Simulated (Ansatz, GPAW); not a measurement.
# Work function of a 11-layer slab of Pt(110) at several levels, part 3 of 3

How far do functional and basis move the work function of a 11-layer slab of Pt(110)?

GPAW 26.7.0 and Ansatz 0.2.0; Ansatz plane waves; slab in vacuum with a dipole correction, relaxation (the session's first sound run).

So far, upper work function (eV): step 2 (relaxing the atoms, PBE) 5.35; step 5 (self-consistent run: xc = "vdW-DF2", GPAW, PAW setups, GPAW) 5.67; step 6 (self-consistent run: xc = "LDA") 5.70; step 7 (self-consistent run: xc = "revPBE") 5.18; step 8 (OptPBE vdW: xc = "optPBE-vdW", GPAW, PAW setups, GPAW) 5.51.

### Step 11. A second plane-wave code

A second program with its own datasets checks the number independently.

This step: Ansatz plane waves; slab in vacuum with a dipole correction (Ansatz 0.2.0).

Contents of input.yaml:

```yaml
crystal:
  lattice:
    - [3.92, 0.0, 0.0]
    - [0.0, 2.7718585823, 0.0]
    - [0.0, 0.0, 27.8592929113]
  atoms:
    - { symbol: Pt, position: [0.0, 0.0, 0.2512626585] }
    - { symbol: Pt, position: [0.5, 0.5, 0.3010101268] }
    - { symbol: Pt, position: [0.0, 0.0, 0.3507575951] }
    - { symbol: Pt, position: [0.5, 0.5, 0.4005050634] }
    - { symbol: Pt, position: [0.0, 0.0, 0.4502525317] }
    - { symbol: Pt, position: [0.5, 0.5, 0.5021511037] }
    - { symbol: Pt, position: [0.0, 0.0, 0.5532805507] }
    - { symbol: Pt, position: [0.5, 0.5, 0.6045633763] }
    - { symbol: Pt, position: [0.0, 0.0, 0.6553770057] }
    - { symbol: Pt, position: [0.5, 0.5, 0.709844822] }
    - { symbol: Pt, position: [0.0, 0.0, 0.7545601898] }
kpoints:
  mp_grid: { grid: [8, 11, 1] }
hamiltonian:
  xc: pbe
scf:
  occupations: { method: fermi_dirac, width: 0.1 }
efield:
  axis: 3
  dipole_correction: true
  ramp_width: 0.05
output:
  forces: true
  write_potential: true
  write_density: true
  volumetric_format: npy
```

Launch:

```bash
$ ansatz run input.yaml --threads 4 --pin off --max-ram 8192MiB --backend cpu --events-out ev --progress --plain --runs-dir out
```

Numbers of over 12 decimals in the logs are rounded to 6 here.

Output:

```text
[...]
Crystal: 11 atoms, lattice volume = 302.710 Å³
Basis set: ecut = 420 eV, 5917 PW (Γ), exchange–correlation on 54×40×384 points (8 copies of the dense FFT grid, shifted against one another)
Bands: 119, of which v1, the nominal top of the filled ones, is band 99 counted from 1 (98 counted from 0)
Symmetry: 4 space group operations
[...]
k-points: 30 of 88
[...]
SCF iter   1: F=—  HF=-137750.977575 eV  |F-HF|=—  |Δ(HF+E_count)|=         —  Δρ=1.71e-2  dr2=1.78e1  ethr=1.77e-3  p=-0.005 e·Å  D=-2.82e-3 V/Å  ΔV_dip=0.08 eV  dr2_dipole=1.40e-2  V_vac-E_F(+/−)=4.92/4.85 eV  ⟨swp⟩=7.2  Hψ=14466  notcnv=0  defer=72
[...]
SCF iter  11: F=-137750.813341 eV  HF=-137750.813341 eV  |F-HF|=1.15e-8  |Δ(HF+E_count)|=   3.33e-8  Δρ=1.18e-6  dr2=1.38e-8  ethr=5.05e-11  p=-0.002 e·Å  D=-1.10e-3 V/Å  ΔV_dip=0.03 eV  dr2_dipole=5.69e-11  V_vac-E_F(+/−)=5.35/5.32 eV  ⟨swp⟩=19.1  Hψ=29130  notcnv=0
SCF 1 converged in 11 iterations: F = -137750.813341 eV  dr2 = 1.38e-8
[...]
SCF converged after 11 iterations
Free energy (F): -137750.813341 eV
[...]
Internal energy: -137750.163664 eV  (E = F + TS)
E sigma→0 (E₀):  -137750.488503 eV
Entropy (-TS):   -0.649677 eV (-59.062 meV/atom)
Fermi energy:    10.358173 eV
Dipole field:    D = -0.001091 V/Å  (p = -0.001825 e·Å, saw-weighted, corrected)
Work function:   Φ+ = 5.3528 eV   Φ− = 5.3224 eV
[...]
--- Forces (eV/Å), atoms counted from 1 ---
  atom   1  Pt     0.00000000     0.00000000     0.39259413
  atom   2  Pt     0.00000000     0.00000000    -1.11344911
  atom   3  Pt     0.00000000     0.00000000    -0.06000202
  atom   4  Pt     0.00000000     0.00000000     0.32962732
  atom   5  Pt     0.00000000     0.00000000     0.45117150
  atom   6  Pt     0.00000000     0.00000000    -0.00049385
  atom   7  Pt     0.00000000     0.00000000     0.00308539
  atom   8  Pt     0.00000000     0.00000000     0.00007183
  atom   9  Pt     0.00000000     0.00000000    -0.00192311
  atom  10  Pt     0.00000000     0.00000000    -0.00057924
  atom  11  Pt     0.00000000     0.00000000    -0.00008949
  max |Σ_I F_I| component: 1.34e-5 eV/Å
--- Band table (eV; the first three rows and the last of 30) ---
  k-point 0: bands = [... 95 lower, 9.6573, 10.0581, 10.0801, 10.1420, 10.3081, 10.4407, 10.4636, 10.7373, ... 16 higher]
  k-point 1: bands = [... 95 lower, 9.7365, 9.8929, 10.0243, 10.1051, 10.2376, 10.2518, 10.3775, 10.6953, ... 16 higher]
  k-point 2: bands = [... 95 lower, 9.6768, 9.7451, 9.9209, 9.9393, 10.3335, 10.3746, 10.6787, 10.7233, ... 16 higher]
  k-point 29: bands = [... 95 lower, 10.3815, 10.4226, 10.5791, 10.6395, 10.9586, 11.1042, 12.2401, 12.4279, ... 16 higher]
```

The job ended after 42 s (4 threads of AMD EPYC 7R43, shared host; peak memory 1.4 GiB).

Numbers from this step:

- upper work function: 5.353 eV
- lower work function: 5.322 eV
- dipole along the normal: -0.001825 e·Å
- dipole field: -0.001091 V/Å

The electrostatic potential energy of an electron (with the applied field's), less the Fermi level, planar mean oscillates, so the rows of the table below give means over windows of 1.45 Å about each position, cut where the curve ends. Its maxima inside the range that stand out by 2 % of the span (Å: eV): 7.7: -9.59, 9.1: -10.3, 10.4: -10.2, 11.9: -10.2, 13.2: -8.95, 14.7: -9.31, 16.1: -9.18, 17.6: -9.42, 19.0: -7.44, 20.5: -12.6. Its minima: 7.1: -13.2, 8.4: -14.2, 9.7: -14.3, 11.2: -14.3, 12.5: -14.1, 13.9: -14.0, 15.4: -14.1, 16.8: -14.1, 18.3: -13.9, 19.9: -14.3, 20.9: -13.9.

Table of electrostatic potential energy of an electron (with the applied field's), less the Fermi level, planar mean by z; means over each step:

```csv
z (Å),"electrostatic potential energy of an electron (with the applied field's), less the Fermi level, planar mean (eV)"
0.72,5.33
2.17,5.32
3.62,5.31
5.07,4.93
6.52,-6.00
7.97,-11.9
9.42,-12.3
10.87,-12.3
12.32,-12.0
13.77,-11.6
15.22,-11.7
16.67,-11.7
18.12,-11.5
19.57,-11.6
21.02,-11.0
22.47,3.76
23.92,5.33
25.37,5.35
26.82,5.35
```

The valence density, planar mean oscillates, so the rows of the table below give means over windows of 1.45 Å about each position, cut where the curve ends. Its maxima inside the range that stand out by 2 % of the span (Å: e/Å³): 7.0: 1.46, 8.4: 1.53, 9.7: 1.52, 11.2: 1.53, 12.5: 1.51, 13.9: 1.51, 15.4: 1.51, 16.8: 1.52, 18.3: 1.51, 19.7: 1.53, 21.0: 1.49. Its minima: 7.7: 0.838, 9.1: 0.848, 10.4: 0.833, 11.9: 0.840, 13.2: 0.764, 14.7: 0.785, 16.1: 0.773, 17.6: 0.788, 19.0: 0.660, 20.5: 1.08.

Table of valence density, planar mean by z; means over each step:

```csv
z (Å),"valence density, planar mean (e/Å³)"
2.17,6.2e-6
3.62,3.1e-4
5.07,0.0174
6.52,0.807
7.97,1.20
9.42,1.19
10.87,1.19
12.32,1.18
13.77,1.15
15.22,1.16
16.67,1.16
18.12,1.15
19.57,1.15
21.02,1.14
22.47,0.0779
23.92,0.00112
25.37,2.2e-5
```

Force by atom:

```csv
atom,x (eV/Å),y (eV/Å),z (eV/Å),size
Pt1,0.00,0.00,0.39,0.39
Pt2,0.00,0.00,-1.11,1.11
Pt3,0.00,0.00,-0.06,0.06
Pt4,0.00,0.00,0.33,0.33
Pt5,0.00,0.00,0.45,0.45
Pt6,0.00,0.00,0.00,0.00
Pt7,0.00,0.00,0.00,0.00
Pt8,0.00,0.00,0.00,0.00
Pt9,0.00,0.00,0.00,0.00
Pt10,0.00,0.00,0.00,0.00
Pt11,0.00,0.00,0.00,0.00
```

The upper face's work function is 5.353 eV, against 5.324 eV in the first plane-wave PBE run at this geometry.

### Step 12. Side by side

Results and costs are gathered.

This step: comparison of work functions, dipole and cost (GPAW 26.7.0).

Ladder, by row:

```csv
step,code,"work function, upper (eV)","work function, lower (eV)",dipole (e Å),wall time (s),peak memory (GiB),threads
pw,GPAW,5.324,5.294,-0.001766,2090,0.63,1
RPBE,GPAW,5.165,5.132,-0.0019,3405,0.64,1
vdW-DF2,GPAW,5.674,5.652,-0.001265,2487,0.84,1
LDA,GPAW,5.701,5.671,-0.001748,2232,0.64,1
revPBE,GPAW,5.181,5.148,-0.00195,2969,0.64,1
optPBE-vdW,GPAW,5.51,5.479,-0.001775,2571,0.85,1
ansatz,Ansatz,5.353,5.322,-0.001825,42.5,1.436,4
```

### Step 13. A changed run

One more run, with changed settings.

This step: GPAW, PAW setups; slab in vacuum (GPAW 26.7.0).

Contents of run.py:

```python
import json
import numpy as np
from ase import Atoms
from gpaw import GPAW, PW
from gpaw.external import ConstantElectricField

slab = Atoms(
    ['Pt', 'Pt', 'Pt', 'Pt', 'Pt', 'Pt', 'Pt', 'Pt', 'Pt', 'Pt', 'Pt'],
    positions=[
        [0.00000, 0.00000, 7.00000],
        [1.96000, 1.38593, 8.38593],
        [0.00000, 0.00000, 9.77186],
        [1.96000, 1.38593, 11.15779],
        [0.00000, 0.00000, 12.54372],
        [1.96000, 1.38593, 13.98957],
        [0.00000, 0.00000, 15.41400],
        [1.96000, 1.38593, 16.84271],
        [0.00000, 0.00000, 18.25834],
        [1.96000, 1.38593, 19.77577],
        [0.00000, 0.00000, 21.02151]],
    cell=[[3.92, 0.0, 0.0], [0.0, 2.77186, 0.0], [0.0, 0.0, 27.85929]],
    pbc=[True, True, False])

slab.calc = GPAW(mode=PW(400), xc='PBE', kpts={'size': (8, 11, 1), 'gamma': True},
                 occupations={'name': 'fermi-dirac', 'width': 0.1}, nbands='160%',
                 convergence={'density': 1e-05}, maxiter=50,
                 poissonsolver={'dipolelayer': 'xy'},
                 external=ConstantElectricField(1.5, [0, 0, 1]),
                 symmetry={'tolerance': 1e-3}, txt='slab.txt')
result = {}
energy = slab.get_potential_energy()
fermi = slab.calc.get_fermi_level()
v = slab.calc.get_electrostatic_potential().mean((0, 1)) - fermi
n = slab.calc.get_pseudo_density().mean((0, 1))
L = slab.cell[2, 2]
z = np.arange(len(v)) * L / len(v)
low, high = slab.positions[:, 2].min(), slab.positions[:, 2].max()
below, above = np.interp([low - 4.8, high + 4.8], z, v)
slopes = [np.interp(x, z, np.gradient(v, z)) for x in (low - 4.8, high + 4.8)]
eps = np.array([[slab.calc.get_eigenvalues(k, s) for k in range(len(slab.calc.get_ibz_k_points()))]
                for s in range(slab.calc.get_number_of_spins())]) - fermi
top, bottom = eps[eps < 0].max(), eps[eps > 0].min()
dipole = slab.get_dipole_moment()[2]
print(f'energy {energy:.4f} eV, Fermi level {fermi:.4f} eV, dipole {dipole:.5f} e A')
print(f'potential 4.8 A off the faces, from the Fermi level: lower {below:.4f} eV, upper {above:.4f} eV')
print(f'slope of the potential there: lower {slopes[0]:.5f}, upper {slopes[1]:.5f} eV/A')
print(f'nearest levels on the mesh: {top:.4f} and {bottom:.4f} eV')
print('magnetic moment', round(slab.get_magnetic_moment(), 3))
result.update(energy=energy, fermi=fermi, dipole=dipole, below=below, above=above, slopes=slopes, edges=[top, bottom],
              z=z.tolist(), v=v.tolist(), n=n.tolist(), positions=slab.positions.tolist(),
              forces=slab.get_forces(apply_constraint=False).tolist(), moments=slab.get_magnetic_moments().tolist())
json.dump(result, open('result.json', 'w'))
```

Launch:

```bash
$ OMP_NUM_THREADS=1 OPENBLAS_NUM_THREADS=1 python run.py
```

Output:

```text
gpaw.KohnShamConvergenceError: Did not converge!  See text output for help.
```

Run time: 39 min. Hardware: 1 thread; peak memory 0.91 GiB.

The run stopped without converging, so none of its numbers is a property of the system.

The fault put into the input: a field far too strong, under a cap of 50 iterations, which ended the run (field = 1.5).

### Step 14. Results

```json
{
  "work function, upper and lower face": "5.324 and 5.294 eV",
  "dipole along the normal": "-0.00177 e Å"
}
```

In words: With plane waves and PBE the work function is 5.32 eV on the upper face and 5.29 eV on the lower. The measured value for this face is 5.53 eV (as compiled in "Anisotropic work function of elemental crystals", 2019, arxiv:1902.07811); the relaxed upper face lies 0.21 eV under it with PBE, and optPBE-vdW comes nearest (5.51 eV). Measured work functions scatter by a tenth of an eV or more between methods. The clean face reconstructs (W and Mo (100) only when cold), while this slab is an unreconstructed 1×1 cell, so the two are not the same surface. Over the sound runs of the table the upper face's work function spans 5.165 (RPBE) to 5.701 eV (LDA). The two plane-wave codes differ by 0.029 eV on the upper face. The small printed dipole stands for a step of 29 meV from the lower to the upper face, and the probes find 31 meV; values this small are near the numerical noise of both. The in-plane lattice was kept as typed, which isn't the functional's own and leaves some strain; spin-orbit coupling and temperature are left out.

[Logs are printed without paths, hosts, clocks, repeated set-up lines and the standing remarks that a program may print on its own settings, such as how far it seeks lower states.]

[Hosts, paths, dates, database ids (printed as entryN), source tags and the programs' standing remarks are cut or masked in the printed files.]
